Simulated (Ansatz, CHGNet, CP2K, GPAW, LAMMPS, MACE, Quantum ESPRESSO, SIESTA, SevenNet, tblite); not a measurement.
# SIESTA on amorphous Si (114 atoms): settings against a plane-wave reference, part 2 of 2

How do the settings of SIESTA change the result for amorphous Si (114 atoms)? A plane-wave run serves as the yardstick.

Program: SIESTA 5.4.2; the method stands at each step. Banners, paths, timers and routine set-up lines are dropped from the logs unmarked, and long logs keep their key lines alone; longer cuts are marked. The potentials were converted by us to PSML.

So far. Step 2 (PBE, DZP, shift 0.01 Ry, mesh 300 Ry): Forces lie 5.8 % from the reference's, at 0.47 times its CPU time (on 2 against 4 cores). Step 3 (PBE, SZ, shift 0.01 Ry, mesh 300 Ry): Against the first run (5.8 %), the force difference from the reference is 56 %, at 0.23 times the CPU time (on 1 against 2 cores), with 456 basis functions against 1482: the smaller basis costs accuracy.

## Step 4: PBE, DZ, shift 0.01 Ry, mesh 300 Ry

Method: Kohn-Sham DFT, PBE, PseudoDojo 0.4.1 norm-conserving pseudopotentials (converted to PSML), numerical atomic orbitals (DZ), diagonalisation.

File input.fdf:

```
SystemLabel cell
NumberOfAtoms 114
NumberOfSpecies 1
%block ChemicalSpeciesLabel
  1 14 Si
%endblock ChemicalSpeciesLabel
LatticeConstant 1.0 Ang
%block LatticeVectors
  13.28010 0.00000 0.00000
  0.00000 13.28010 0.00000
  0.00000 0.00000 13.28010
%endblock LatticeVectors
PAO.BasisSize DZ
PAO.EnergyShift 0.01 Ry
XC.Functional GGA
XC.Authors PBE
MeshCutoff 300 Ry
%block kgrid_Monkhorst_Pack
  1 0 0 0.0
  0 1 0 0.0
  0 0 1 0.0
%endblock kgrid_Monkhorst_Pack
SolutionMethod diagon
OccupationFunction FD
ElectronicTemperature 580 K
SCF.Mixer.Method Pulay
SCF.Mixer.Weight 0.05
SCF.Mixer.History 8
SCF.Mix Hamiltonian
MaxSCFIterations 300
SCF.DM.Tolerance 1e-04
SCF.H.Tolerance 1.0e-3 eV
WriteForces T
Write.HirshfeldPop T
Write.VoronoiPop T
Write.DM F
Write.H F
XML.Write F
AtomicCoordinatesFormat Fractional
%block AtomicCoordinatesAndAtomicSpecies
[... 114 atom lines left out: the same atoms as in the first run ...]
%endblock AtomicCoordinatesAndAtomicSpecies
```

Launch:

```bash
$ OMP_NUM_THREADS=1 siesta < input.fdf > output.txt
```

Output:

```text
Version         : 5.4.2
reinit: System Name:
reinit: System Label: cell
initatom: Reading input for the pseudopotentials and atomic orbitals ----------
Species number:   1 Atomic number:   14 Label: Si
Ground state valence configuration (from tables):   3s02  3p02  3d00  4f00
---- Processing specs for species: Si
GGA--PBE XC_GGA_X_PBE--XC_GGA_C_PBE pb
Using PAO.SplitTailNorm
%block ChemicalSpeciesLabel
    1   14 Si                      # Species index, atomic number, species label
%endblock ChemicalSpeciesLabel
%block PAO.Basis                 # Define Basis set
[... lines left out ...]
stepf: Fermi-Dirac step function
        iscf     Eharris(eV)        E_KS(eV)     FreeEng(eV)     dDmax    Ef(eV) dHmax(eV)
[... lines left out ...]
SCF Convergence by DM+H criterion
[... lines left out ...]
SCF cycle converged after 17 iterations
[... lines left out ...]
   Max    4.268195
[... lines left out ...]
   Max    4.268195    constrained
Stress tensor Voigt[x,y,z,yz,xz,xy] (kbar):      -77.64      -57.08      -69.17       10.45        4.80       -6.48
[... lines left out ...]
siesta: FreeEng =    -13021.956952
[... lines left out ...]
siesta:       Kinetic =    4702.218175
siesta:       Hartree =    1049.124015
siesta:         Exch. =   -4172.530742
siesta:         Corr. =    -584.277502
siesta:   Exch.-corr. =   -4756.808244
siesta:  Ion-electron =   -6163.413696
siesta:       Ion-ion =   -7852.972833
siesta:         Total =  -13021.852583
siesta:         Fermi =      -3.937414
siesta: Stress tensor (static) (eV/Ang**3):
siesta:    -0.048459   -0.004047    0.002994
siesta:    -0.004048   -0.035625    0.006522
siesta:     0.002994    0.006522   -0.043174
siesta: Cell volume =       2342.092460 Ang**3
siesta: Pressure (static):
siesta:                Solid            Molecule  Units
siesta:           0.00046201          0.00053222  Ry/Bohr**3
siesta:           0.04241955          0.04886592  eV/Ang**3
siesta:          67.96361115         78.29183705  kBar
    Orbital volume contribution        =          57.921874 eV
    (Free)E + p_basis*V_orbitals       =      -12964.035078 eV
    (Free)Eharris+ p_basis*V_orbitals  =      -12964.035082 eV
Hirshfeld Atomic Populations:
Atom #   charge [q] valence [e]  Species
     1     0.000003    3.999997  Si
     2     0.000128    3.999872  Si
     3     0.014758    3.985242  Si
[...]
--------------------
 Total    -0.000022
Voronoi Atomic Populations:
Atom #   charge [q] valence [e]  Species
[...]
113    -0.011764    4.011764  Si
   114     0.001832    3.998168  Si
--------------------
 Total    -0.000022
```

The job ended after 2.9 min (1 thread of Arm Neoverse V2, shared host; peak memory 1.2 GiB).

Against the reference:

- r.m.s. force component: 0.9433 eV/Å
- r.m.s. difference of force components: 180.4 meV/Å
- longest difference of force vectors: 706.8 meV/Å
- force difference over r.m.s. force: 22.19 %
- slope of forces against the reference's: 1.149
- correlation of force components: 0.9899
- pressure: 6.796 GPa
- pressure difference: 6.042 GPa

This is a coarse setting, run to see what it loses.

Against the first run (5.8 %), the force difference from the reference is 22 %, at 0.34 times the CPU time (on 1 against 2 cores), with 912 basis functions against 1482: the smaller basis costs accuracy.

## Step 5: PBE, DZP, shift 0.002 Ry, mesh 300 Ry

Method: Kohn-Sham DFT, PBE, PseudoDojo 0.4.1 norm-conserving pseudopotentials (converted to PSML), numerical atomic orbitals (DZP), diagonalisation.

input.fdf, as its differences from that of step 4:

```diff
@@ -12,4 +12,4 @@
 %endblock LatticeVectors
-PAO.BasisSize DZ
-PAO.EnergyShift 0.01 Ry
+PAO.BasisSize DZP
+PAO.EnergyShift 0.002 Ry
 XC.Functional GGA
```

Launch:

```bash
$ OMP_NUM_THREADS=1 mpirun -np 2 siesta < input.fdf > output.txt
```

Output:

```text
Version         : 5.4.2
reinit: System Name:
reinit: System Label: cell
initatom: Reading input for the pseudopotentials and atomic orbitals ----------
Species number:   1 Atomic number:   14 Label: Si
Ground state valence configuration (from tables):   3s02  3p02  3d00  4f00
---- Processing specs for species: Si
GGA--PBE XC_GGA_X_PBE--XC_GGA_C_PBE pb
[... lines left out ...]
        iscf     Eharris(eV)        E_KS(eV)     FreeEng(eV)     dDmax    Ef(eV) dHmax(eV)
[... lines left out ...]
SCF Convergence by DM+H criterion
[... lines left out ...]
SCF cycle converged after 17 iterations
[... lines left out ...]
   Max    4.029839
[... lines left out ...]
   Max    4.029839    constrained
Stress tensor Voigt[x,y,z,yz,xz,xy] (kbar):      -26.93      -12.44      -22.61        9.90        3.47       -5.76
[... lines left out ...]
siesta: FreeEng =    -13083.756105
[... lines left out ...]
siesta:         Fermi =      -5.402369
[... lines left out ...]
siesta:     0.002168    0.006176   -0.014109
siesta: Cell volume =       2342.092460 Ang**3
siesta: Pressure (static):
siesta:                Solid            Molecule  Units
siesta:           0.00014044          0.00022079  Ry/Bohr**3
siesta:           0.01289472          0.02027155  eV/Ang**3
siesta:          20.65962142         32.47859709  kBar
    Orbital volume contribution        =         148.397664 eV
    (Free)E + p_basis*V_orbitals       =      -12935.358441 eV
    (Free)Eharris+ p_basis*V_orbitals  =      -12935.358445 eV
Hirshfeld Atomic Populations:
Atom #   charge [q] valence [e]  Species
     1     0.002898    3.997102  Si
     2    -0.002644    4.002644  Si
     3     0.001275    3.998725  Si
[...]
--------------------
 Total     0.000005
Voronoi Atomic Populations:
Atom #   charge [q] valence [e]  Species
[...]
113    -0.022959    4.022959  Si
   114    -0.010482    4.010482  Si
--------------------
 Total     0.000004
```

Elapsed: 10 min, on 2 MPI ranks; peak memory 3.6 GiB.

Against the reference:

```yaml
r_m_s_force_component: 0.8639 eV/Å
r_m_s_difference_of_force_components: 63.79 meV/Å
longest_difference_of_force_vectors: 240 meV/Å
force_difference_over_r_m_s_force: 7.847 %
slope_of_forces_against_the_reference_s: 1.062
correlation_of_force_components: 0.999
pressure: 2.066 GPa
pressure_difference: 1.312 GPa
```

Against the first run (5.8 %), the force difference from the reference is 7.8 %, at 2.4 times the CPU time.

## Step 6: The ladder

Differences are against the plane-wave reference, forces as r.m.s. over components; share is that over the reference's r.m.s. force, slope the least-squares factor from reference forces to these. Total energies of different programs have different zeros and aren't compared.

| run | Δ force, r.m.s. (meV/Å) | share (%) | slope | Δ pressure (GPa) | cores | CPU time | memory (GiB) |
| --- | --- | --- | --- | --- | --- | --- | --- |
| reference | - | - | - | - | 4 | 18 min | 9.2 |
| SIESTA PBE, DZP, shift 0.01 Ry, mesh 300 Ry | 47.0 | 5.79 | 1.047 | 0.556 | 2 | 8.5 min | 2.4 |
| SIESTA PBE, SZ, shift 0.01 Ry, mesh 300 Ry (coarse) | 457 | 56.2 | 1.444 | 9.96 | 1 | 2 min | 0.99 |
| SIESTA PBE, DZ, shift 0.01 Ry, mesh 300 Ry (coarse) | 180 | 22.2 | 1.149 | 6.04 | 1 | 2.9 min | 1.2 |
| SIESTA PBE, DZP, shift 0.002 Ry, mesh 300 Ry | 63.8 | 7.85 | 1.062 | 1.31 | 2 | 21 min | 3.6 |

Rows marked coarse were listed beforehand as settings not expected to be converged; some can still land near the reference.

CPU time is summed over cores on a shared host, where runs went side by side, so it is rough. Symmetry, cutoffs, thresholds, outputs and thread counts weren't matched or tuned between programs; memory under MPI is the largest rank's times the ranks.

## Step 7: Summary of results

```
nearest in forces : SIESTA PBE, DZP, shift 0.01 Ry, mesh 300 Ry, 5.8 %
its CPU time      : 8.5 min
```

The PBE runs in local orbitals, coarse settings apart, differ by 5.8 % (SIESTA PBE, DZP, shift 0.01 Ry, mesh 300 Ry) to 7.8 % (SIESTA PBE, DZP, shift 0.002 Ry, mesh 300 Ry); basis, grid and potentials can all enter. Runs with settings chosen to be coarse differ by 22 % (SIESTA PBE, DZ, shift 0.01 Ry, mesh 300 Ry) to 56 % (SIESTA PBE, SZ, shift 0.01 Ry, mesh 300 Ry), their programs' other errors included. Of the electronic-structure runs that take under half the reference's CPU time, SIESTA PBE, DZP, shift 0.01 Ry, mesh 300 Ry comes nearest, at 5.8 % in 8.5 min against 18 min. SIESTA PBE, SZ, shift 0.01 Ry, mesh 300 Ry stiffens the forces by a factor of 1.44 while following their directions (correlation 0.973); the slopes of the 4 SIESTA runs lie between 1.05 and 1.44. In pressure, SIESTA PBE, SZ, shift 0.01 Ry, mesh 300 Ry misses by +10.0 GPa, at the same functional. The reference's pressure holds the uncorrected Pulay stress of its 45 Ry basis, so small pressure differences, and their order, may be the reference's own error. The quench rate of 10 K/ps is many orders above laboratory rates, so the cell is likely richer in defects and strain than a real sample. The network of bonds at the start is that of the classical potential that made the cell, and needn't be the one that DFT or experiment would give. The electronic-structure runs sample only Γ, in a cell whose shortest periodic width is 13 Å, which is coarse for a cell with partly filled levels.

[Also dropped from logs without a mark: logging warnings of Python, and SIESTA's first energy breakdown and zero terms.]

[Logs are printed without paths, hosts, clocks, repeated set-up lines and the standing remarks that a program may print on its own settings, such as how far it seeks lower states.]

[Hosts, paths, dates, database ids (printed as entryN), source tags and the programs' standing remarks are cut or masked in the printed files.]
